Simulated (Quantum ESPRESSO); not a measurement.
# Moments of Ga3Fe5 from a parallel start

Wanted: the size of the moments of Ga3Fe5 in the parallel state.

Method: PBE; plane waves with GBRV 1.5 PBE potentials, no spin-orbit coupling, in Quantum ESPRESSO 7.5.

## 1. Set-up

Symmetry: P4/mmm, No. 123, tetragonal system. The conventional cell has a = 5.848 Å, b = 5.848 Å, c = 2.924 Å, α = 90.00°, β = 90.00°, γ = 90.00°. Fe has 2 Fe at 2.53 Å and 6 Ga at 2.53 Å nearest. Nearest to Fe lie 8 Fe at 2.53 Å. Ga has 8 Fe at 2.53 Å nearest. Nearest to Ga lie 8 Fe at 2.53 Å. Farther neighbours are not listed.

Coordinates:

```cif
data_structure
_symmetry_space_group_name_H-M 'P4/mmm'
_symmetry_Int_Tables_number 123
_cell_length_a 5.8475
_cell_length_b 5.8475
_cell_length_c 2.9238
_cell_angle_alpha 90.000
_cell_angle_beta 90.000
_cell_angle_gamma 90.000
_cell_volume 99.97
loop_
_atom_site_label
_atom_site_type_symbol
_atom_site_symmetry_multiplicity
_atom_site_Wyckoff_symbol
_atom_site_fract_x
_atom_site_fract_y
_atom_site_fract_z
_atom_site_occupancy
Fe1 Fe 4 j 0.75000 0.75000 0.00000 1
Fe2 Fe 1 b 0.00000 0.00000 0.50000 1
Ga1 Ga 2 e 0.00000 0.50000 0.50000 1
Ga2 Ga 1 d 0.50000 0.50000 0.50000 1
```

The cell was typed by rule, not taken from a database of measured structures.

## 2. Start 1: ferro +++++

The signs are those of the starting moments on the seeded atoms, the atoms that are given a moment.

pw.in

```
&CONTROL
  calculation = 'scf'
  prefix = 'pwscf'
  outdir = './tmp'
  pseudo_dir = './pseudo'
  disk_io = 'nowf'
/
&SYSTEM
  ibrav = 0
  celldm(1) = 8
  nat = 8
  ntyp = 2
  ecutwfc = 40
  ecutrho = 280
  nbnd = 90
  occupations = 'smearing'
  smearing = 'fd'
  degauss = 0.00367493
  nspin = 2
  starting_magnetization(1) = 0.1562
  starting_magnetization(2) = 0
/
&ELECTRONS
  conv_thr = 1.6d-08
  electron_maxstep = 150
  mixing_beta = 0.3
/
ATOMIC_SPECIES
Fe     55.8450 fe_pbe_v1.5.uspp.F.UPF
Ga     69.7230 ga_pbe_v1.4.uspp.F.UPF
CELL_PARAMETERS alat
   1.3812716892186    0.0000000000000    0.0000000000000
   0.0000000000000    1.3812716892186    0.0000000000000
   0.0000000000000    0.0000000000000    0.6906358446093
ATOMIC_POSITIONS crystal
Fe      0.0000000000    0.0000000000    0.0000000000
Fe      0.2500000000    0.2500000000    0.5000000000
Fe      0.0000000000    0.5000000000    0.0000000000
Ga      0.2500000000    0.7500000000    0.5000000000
Fe      0.5000000000    0.0000000000    0.0000000000
Ga      0.7500000000    0.2500000000    0.5000000000
Fe      0.5000000000    0.5000000000    0.0000000000
Ga      0.7500000000    0.7500000000    0.5000000000
K_POINTS automatic
6 6 11 0 0 0
```

Started as:

```sh
$ OMP_NUM_THREADS=1 mpirun -n 4 pw.x -nk 4 -in pw.in > pw.out
```

Log:

```text
Program PWSCF v.7.5 starts

     Message from routine setup:
     using ibrav=0 with symmetry is DISCOURAGED, use correct ibrav instead

     K-points division:     npool     =       4
     Subspace diagonalization in iterative solution of the eigenvalue problem:

     G-vector sticks info
     --------------------
     sticks:   dense  smooth     PW     G-vecs:    dense   smooth      PW
     Sum        2733    1565    481                53449    23067    3885

     Using Slab Decomposition

     bravais-lattice index     =            0
     lattice parameter (alat)  =       8.0000  a.u.
     unit-cell volume          =     674.6481 (a.u.)^3
     number of atoms/cell      =            8
     number of atomic types    =            2
     number of electrons       =       137.00
     number of Kohn-Sham states=           90
     kinetic-energy cutoff     =      40.0000  Ry
     charge density cutoff     =     280.0000  Ry
     scf convergence threshold =      1.6E-08
     mixing beta               =       0.3000
     number of iterations used =            8  plain     mixing
     Exchange-correlation=  SLA  PW   PBX  PBC
                           (   1   4   3   4   0   0   0)

     celldm(1)=   8.000000  celldm(2)=   0.000000  celldm(3)=   0.000000
     celldm(4)=   0.000000  celldm(5)=   0.000000  celldm(6)=   0.000000

     crystal axes: (cart. coord. in units of alat)
               a(1) = (   1.381272   0.000000   0.000000 )
               a(2) = (   0.000000   1.381272   0.000000 )
               a(3) = (   0.000000   0.000000   0.690636 )

     reciprocal axes: (cart. coord. in units 2 pi/alat)
               b(1) = (  0.723971  0.000000  0.000000 )
               b(2) = (  0.000000  0.723971  0.000000 )
               b(3) = (  0.000000  0.000000  1.447941 )

     PseudoPot. # 1 for Fe read from file:
     fe_pbe_v1.5.uspp.F.UPF
     Pseudo is Ultrasoft + core correction, Zval = 16.0
     Generated by new atomic code, or converted to UPF format
     Using radial grid of  861 points,  6 beta functions with:
                l(1) =   0
                l(2) =   0
                l(3) =   1
                l(4) =   1
                l(5) =   2
                l(6) =   2
     Q(r) pseudized with  8 coefficients,  rinner =    1.000   1.000   1.000
                                                       1.000   1.000

     PseudoPot. # 2 for Ga read from file:
     ga_pbe_v1.4.uspp.F.UPF
     Pseudo is Ultrasoft + core correction, Zval = 19.0
     Generated by new atomic code, or converted to UPF format
     Using radial grid of  871 points,  6 beta functions with:
                l(1) =   0
                l(2) =   0
                l(3) =   1
                l(4) =   1
                l(5) =   2
                l(6) =   2
     Q(r) pseudized with  8 coefficients,  rinner =    1.250   1.250   1.250
                                                       1.250   1.250

     atomic species   valence    mass     pseudopotential
     Fe               16.00    55.84500     Fe( 1.00)
     Ga               19.00    69.72300     Ga( 1.00)

     Starting magnetic structure
     atomic species   magnetization
     Fe              0.156
     Ga              0.000

     16 Sym. Ops., with inversion, found (12 have fractional translation)

   Cartesian axes

     site n.     atom                  positions (alat units)
         1        Fe     tau(   1) = (   0.0000000   0.0000000   0.0000000  )
         2        Fe     tau(   2) = (   0.3453179   0.3453179   0.3453179  )
         3        Fe     tau(   3) = (   0.0000000   0.6906358   0.0000000  )
         4        Ga     tau(   4) = (   0.3453179   1.0359538   0.3453179  )
         5        Fe     tau(   5) = (   0.6906358   0.0000000   0.0000000  )
         6        Ga     tau(   6) = (   1.0359538   0.3453179   0.3453179  )
         7        Fe     tau(   7) = (   0.6906358   0.6906358   0.0000000  )
         8        Ga     tau(   8) = (   1.0359538   1.0359538   0.3453179  )

     number of k points=    60  Fermi-Dirac smearing, width (Ry)=  0.0037
                       cart. coord. in units 2pi/alat
        k(    1) = (   0.0000000   0.0000000   0.0000000), wk =   0.0025253
        k(    2) = (   0.0000000   0.0000000   0.1316310), wk =   0.0050505
        k(    3) = (   0.0000000   0.0000000   0.2632620), wk =   0.0050505
        k(    4) = (   0.0000000   0.0000000   0.3948930), wk =   0.0050505
        k(    5) = (   0.0000000   0.0000000   0.5265240), wk =   0.0050505
        [... 55 further k-points ...]

     Dense  grid:    53449 G-vectors     FFT dimensions: (  60,  60,  30)

     Smooth grid:    23067 G-vectors     FFT dimensions: (  48,  48,  24)

     Check: negative core charge=   -0.000044
     Generating pointlists ...
     new r_m :   0.2467 (alat units)  1.9738 (a.u.) for type    1
     new r_m :   0.2467 (alat units)  1.9738 (a.u.) for type    2

     Initial potential from superposition of free atoms

     starting charge     129.0000, renormalised to     137.0000
     Starting wfcs are  101 randomized atomic wfcs

     Self-consistent Calculation

     iteration #  1     ecut=    40.00 Ry     beta= 0.30
     Davidson diagonalization with overlap
     ethr =  1.00E-02,  avg # of iterations =  3.4

     total energy              =   -2432.70571271 Ry
     estimated scf accuracy    <     158.59637546 Ry

     total magnetization       =     2.93 Bohr mag/cell
     absolute magnetization    =     3.54 Bohr mag/cell

     iteration #  2     ecut=    40.00 Ry     beta= 0.30
     Davidson diagonalization with overlap
     ethr =  1.00E-02,  avg # of iterations =  3.0

     total energy              =   -2484.47818671 Ry
     estimated scf accuracy    <     155.44844487 Ry

     total magnetization       =     3.97 Bohr mag/cell
     absolute magnetization    =     4.24 Bohr mag/cell

     iteration #  3     ecut=    40.00 Ry     beta= 0.30
     Davidson diagonalization with overlap
     ethr =  1.00E-02,  avg # of iterations =  4.2

     total energy              =   -2495.72103670 Ry
     estimated scf accuracy    <      19.64777839 Ry

     total magnetization       =     8.37 Bohr mag/cell
     absolute magnetization    =     8.90 Bohr mag/cell

     [... further iterations left out ...]

     iteration # 18     ecut=    40.00 Ry     beta= 0.30
     Davidson diagonalization with overlap
     ethr =  2.98E-09,  avg # of iterations =  3.9

     total energy              =   -2497.77527259 Ry
     estimated scf accuracy    <       0.00000241 Ry

     total magnetization       =    10.08 Bohr mag/cell
     absolute magnetization    =    11.29 Bohr mag/cell

     iteration # 19     ecut=    40.00 Ry     beta= 0.30
     Davidson diagonalization with overlap
     ethr =  1.76E-09,  avg # of iterations =  1.3

     total energy              =   -2497.77527294 Ry
     estimated scf accuracy    <       0.00000031 Ry

     total magnetization       =    10.08 Bohr mag/cell
     absolute magnetization    =    11.29 Bohr mag/cell

     iteration # 20     ecut=    40.00 Ry     beta= 0.30
     Davidson diagonalization with overlap
     ethr =  2.24E-10,  avg # of iterations =  2.8

     total energy              =   -2497.77527311 Ry
     estimated scf accuracy    <       0.00000007 Ry

     total magnetization       =    10.08 Bohr mag/cell
     absolute magnetization    =    11.29 Bohr mag/cell

     iteration # 21     ecut=    40.00 Ry     beta= 0.30
     Davidson diagonalization with overlap
     ethr =  5.14E-11,  avg # of iterations =  2.2

     Magnetic moment per site  (integrated on atomic sphere of radius R)
     atom   1 (R=0.247)  charge= 14.5569  magn=  1.9683
     atom   2 (R=0.247)  charge= 14.4637  magn=  2.6847
     atom   3 (R=0.247)  charge= 14.5569  magn=  1.9683
     atom   4 (R=0.247)  charge= 17.3078  magn= -0.0803
     atom   5 (R=0.247)  charge= 14.5569  magn=  1.9683
     atom   6 (R=0.247)  charge= 17.3078  magn= -0.0803
     atom   7 (R=0.247)  charge= 14.5569  magn=  1.9683
     atom   8 (R=0.247)  charge= 17.3132  magn= -0.0697

     End of self-consistent calculation

     Number of k-points >= 100: set verbosity='high' to print the bands.

     the Fermi energy is    17.1296 ev

!    total energy              =   -2497.77527316 Ry
     estimated scf accuracy    <       0.00000001 Ry
     smearing contrib. (-TS)   =      -0.00539106 Ry
     internal energy E=F+TS    =   -2497.76988210 Ry

     The total energy is F=E-TS. E is the sum of the following terms:
     one-electron contribution =   -1472.62389194 Ry
     hartree contribution      =     817.27585536 Ry
     xc contribution           =    -292.12578617 Ry
     ewald contribution        =   -1550.29605935 Ry

     total magnetization       =    10.08 Bohr mag/cell
     absolute magnetization    =    11.29 Bohr mag/cell

     convergence has been achieved in  21 iterations

=------------------------------------------------------------------------------=
   JOB DONE.
=------------------------------------------------------------------------------=
```

Elapsed: 2.3 min, on 4 MPI ranks of AMD EPYC 9B45 (Zen 5), shared host; peak memory 0.93 GiB; 9.1 min of CPU time.

Spin moment in the atom's sphere by atom:

```csv
atom,spin moment in the atom's sphere (μB)
Fe1,1.97
Fe2,2.68
Fe3,1.97
Ga4,-0.08
Fe5,1.97
Ga6,-0.08
Fe7,1.97
Ga8,-0.07
```

Read from the output:

```
smearing term TS       : 0.07335 eV
magnetization          : 10.08 μB
absolute magnetization : 11.29 μB
final state            : ferromagnetic
```

Spin density in the ab plane at fractional z = 0.500, with atoms of Fe and Ga within 0.2 Å of it.

Ten even steps from '_' (0.0 e/Å³) to '@' (4.8 e/Å³), each cell a mean:
```
________________________________
________________________________
________________________________
________________________________
________________________________
________________________________
________________________________
________________________________
________________________________
________________________________
______::==..____________________
____..##@@==____________________
____..==##::____________________
______....______________________
________________________________
________________________________
```
Columns run along a (5.8 Å), rows up along b (5.8 Å). Atoms in or near the plane, at fractional coordinates: Fe at (0.25, 0.25), Ga at (0.25, 0.75), Ga at (0.75, 0.25), Ga at (0.75, 0.75).

Valence density in the ab plane at fractional z = 0.500, with atoms of Fe and Ga within 0.2 Å of it. It is the smooth field of the valence electrons, not physical close to the nuclei.

Values in e/Å³, 16 rows by 16 columns, each cell a mean:
```
 0  0  0  0  0  0  0  0  0  0  0  0  0  0  0  0
 0  0  0  1  1  1  0  0  0  0  0  1  1  1  0  0
 0  0  1  7 12  3  1  0  0  0  1  7 12  3  1  0
 0  0  3 31 52 12  1  0  0  0  3 31 52 12  1  0
 0  0  2 18 31  7  1  0  0  0  2 18 31  7  1  0
 0  0  1  2  3  1  0  0  0  0  1  2  3  1  0  0
 0  0  0  0  0  0  0  0  0  0  0  0  0  0  0  0
 0  0  0  0  0  0  0  0  0  0  0  0  0  0  0  0
 0  0  0  0  0  0  0  0  0  0  0  0  0  0  0  0
 0  0  0  1  1  1  0  0  0  0  0  1  1  1  0  0
 0  0  1  7 10  4  1  0  0  0  1  7 12  3  1  0
 0  0  3 18 22 10  1  0  0  0  3 31 52 12  1  0
 0  0  2 13 18  7  1  0  0  0  2 18 31  7  1  0
 0  0  1  2  3  1  0  0  0  0  1  2  3  1  0  0
 0  0  0  0  0  0  0  0  0  0  0  0  0  0  0  0
 0  0  0  0  0  0  0  0  0  0  0  0  0  0  0  0
```
Columns run along a (5.8 Å), rows up along b (5.8 Å). Atoms in or near the plane, at fractional coordinates: Fe at (0.25, 0.25), Ga at (0.25, 0.75), Ga at (0.75, 0.25), Ga at (0.75, 0.75).

## 3. Start 2: no spin polarisation

Changes to pw.in since step 2:

```diff
@@ -14,3 +14,3 @@
   ecutrho = 280
-  nbnd = 90
+  nbnd = 84
   occupations = 'smearing'
@@ -18,5 +18,2 @@
   degauss = 0.00367493
-  nspin = 2
-  starting_magnetization(1) = 0.1562
-  starting_magnetization(2) = 0
 /
```

Log:

```text
[banner, memory and clock lines left out]
Program PWSCF v.7.5 starts

     Message from routine setup:
     using ibrav=0 with symmetry is DISCOURAGED, use correct ibrav instead

     bravais-lattice index     =            0
     lattice parameter (alat)  =       8.0000  a.u.
     unit-cell volume          =     674.6481 (a.u.)^3
     number of atoms/cell      =            8
     number of atomic types    =            2
     number of electrons       =       137.00
     number of Kohn-Sham states=           84
     kinetic-energy cutoff     =      40.0000  Ry
     charge density cutoff     =     280.0000  Ry
     scf convergence threshold =      1.6E-08
     mixing beta               =       0.3000
     number of iterations used =            8  plain     mixing
     Exchange-correlation=  SLA  PW   PBX  PBC
                           (   1   4   3   4   0   0   0)

     celldm(1)=   8.000000  celldm(2)=   0.000000  celldm(3)=   0.000000
     celldm(4)=   0.000000  celldm(5)=   0.000000  celldm(6)=   0.000000

     crystal axes: (cart. coord. in units of alat)
               a(1) = (   1.381272   0.000000   0.000000 )
               a(2) = (   0.000000   1.381272   0.000000 )
               a(3) = (   0.000000   0.000000   0.690636 )

     reciprocal axes: (cart. coord. in units 2 pi/alat)
               b(1) = (  0.723971  0.000000  0.000000 )
               b(2) = (  0.000000  0.723971  0.000000 )
               b(3) = (  0.000000  0.000000  1.447941 )

     PseudoPot. # 1 for Fe read from file:
     fe_pbe_v1.5.uspp.F.UPF
     Pseudo is Ultrasoft + core correction, Zval = 16.0

     PseudoPot. # 2 for Ga read from file:
     ga_pbe_v1.4.uspp.F.UPF
     Pseudo is Ultrasoft + core correction, Zval = 19.0

     atomic species   valence    mass     pseudopotential
     Fe               16.00    55.84500     Fe( 1.00)
     Ga               19.00    69.72300     Ga( 1.00)

     16 Sym. Ops., with inversion, found (12 have fractional translation)

   Cartesian axes

     site n.     atom                  positions (alat units)
         1        Fe     tau(   1) = (   0.0000000   0.0000000   0.0000000  )
         2        Fe     tau(   2) = (   0.3453179   0.3453179   0.3453179  )
         3        Fe     tau(   3) = (   0.0000000   0.6906358   0.0000000  )
         4        Ga     tau(   4) = (   0.3453179   1.0359538   0.3453179  )
         5        Fe     tau(   5) = (   0.6906358   0.0000000   0.0000000  )
         6        Ga     tau(   6) = (   1.0359538   0.3453179   0.3453179  )
         7        Fe     tau(   7) = (   0.6906358   0.6906358   0.0000000  )
         8        Ga     tau(   8) = (   1.0359538   1.0359538   0.3453179  )

     number of k points=    60  Fermi-Dirac smearing, width (Ry)=  0.0037
                       cart. coord. in units 2pi/alat
        k(    1) = (   0.0000000   0.0000000   0.0000000), wk =   0.0050505
        k(    2) = (   0.0000000   0.0000000   0.1316310), wk =   0.0101010
        k(    3) = (   0.0000000   0.0000000   0.2632620), wk =   0.0101010
        k(    4) = (   0.0000000   0.0000000   0.3948930), wk =   0.0101010
        k(    5) = (   0.0000000   0.0000000   0.5265240), wk =   0.0101010
        [... 55 further k-points ...]

     Dense  grid:    53449 G-vectors     FFT dimensions: (  60,  60,  30)

     Smooth grid:    23067 G-vectors     FFT dimensions: (  48,  48,  24)

     Check: negative core charge=   -0.000044

     Initial potential from superposition of free atoms

     starting charge     129.0000, renormalised to     137.0000
     Starting wfcs are  101 randomized atomic wfcs

     Self-consistent Calculation

     iteration #  1     ecut=    40.00 Ry     beta= 0.30
     Davidson diagonalization with overlap
     ethr =  1.00E-02,  avg # of iterations =  2.7

     total energy              =   -2429.68661170 Ry
     estimated scf accuracy    <     164.61494673 Ry

     iteration #  2     ecut=    40.00 Ry     beta= 0.30
     Davidson diagonalization with overlap
     ethr =  1.00E-02,  avg # of iterations =  3.1

     total energy              =   -2484.15929578 Ry
     estimated scf accuracy    <     166.84901373 Ry

     [... further iterations left out ...]

     iteration # 25     ecut=    40.00 Ry     beta= 0.30
     Davidson diagonalization with overlap
     ethr =  1.86E-09,  avg # of iterations =  2.9

     total energy              =   -2497.68379871 Ry
     estimated scf accuracy    <       0.00000035 Ry

     iteration # 26     ecut=    40.00 Ry     beta= 0.30
     Davidson diagonalization with overlap
     ethr =  2.56E-10,  avg # of iterations =  4.0

     End of self-consistent calculation

     [... lines left out ...]
     the Fermi energy is    16.7622 ev

!    total energy              =   -2497.68379881 Ry
     estimated scf accuracy    <       0.00000001 Ry
     smearing contrib. (-TS)   =      -0.00746152 Ry
     internal energy E=F+TS    =   -2497.67633729 Ry

     The total energy is F=E-TS. E is the sum of the following terms:
     one-electron contribution =   -1472.42055144 Ry
     hartree contribution      =     816.58365316 Ry
     xc contribution           =    -291.54337966 Ry
     ewald contribution        =   -1550.29605935 Ry

     convergence has been achieved in  26 iterations
```

Wall time 76 s (4 MPI ranks); peak memory 0.71 GiB.

Numbers from this step:

* smearing term TS: 0.1015 eV
* final state: non-magnetic (no spin polarisation)

## 4. The states side by side

An order is kept where moments of 0.15 μB or more survive with the typed signs; meshes match where a doubled cell samples the same k points as the first cell.

Orders:

```
               start    final state  typed order kept  energy over the lowest (meV a seeded atom)  largest site moment (μB)  net moment (μB a cell of the first run)  mesh matched  CPU time (s)
         ferro +++++  ferromagnetic               yes                                           0                     2.685                                    10.08           yes           544
no spin polarisation   non-magnetic                 -                                       248.9                         0                                        0           yes         301.4
```

## 5. Results

```yaml
state_found: ferromagnetic (from ferro +++++)
largest_site_moment: 2.68 μB
state_without_moments: 249 meV a seeded atom higher
```

No opposed start was run, so this says nothing of the order that the crystal takes. The cell was built by rule and the atoms were not relaxed, which can move these energies.

[Logs and program files are shortened in this print: banners, set-up blocks, solver, clock and traceback lines can be left out without a mark of their own.]

[Logs are printed without paths, hosts, clocks, repeated set-up lines and the standing remarks that a program may print on its own settings, such as how far it seeks lower states.]

[Hosts, paths, dates, database ids (printed as entryN), source tags and the programs' standing remarks are cut or masked in the printed files.]

[Where a cell is said to come from a database of computed structures, the database is the Materials Project.]
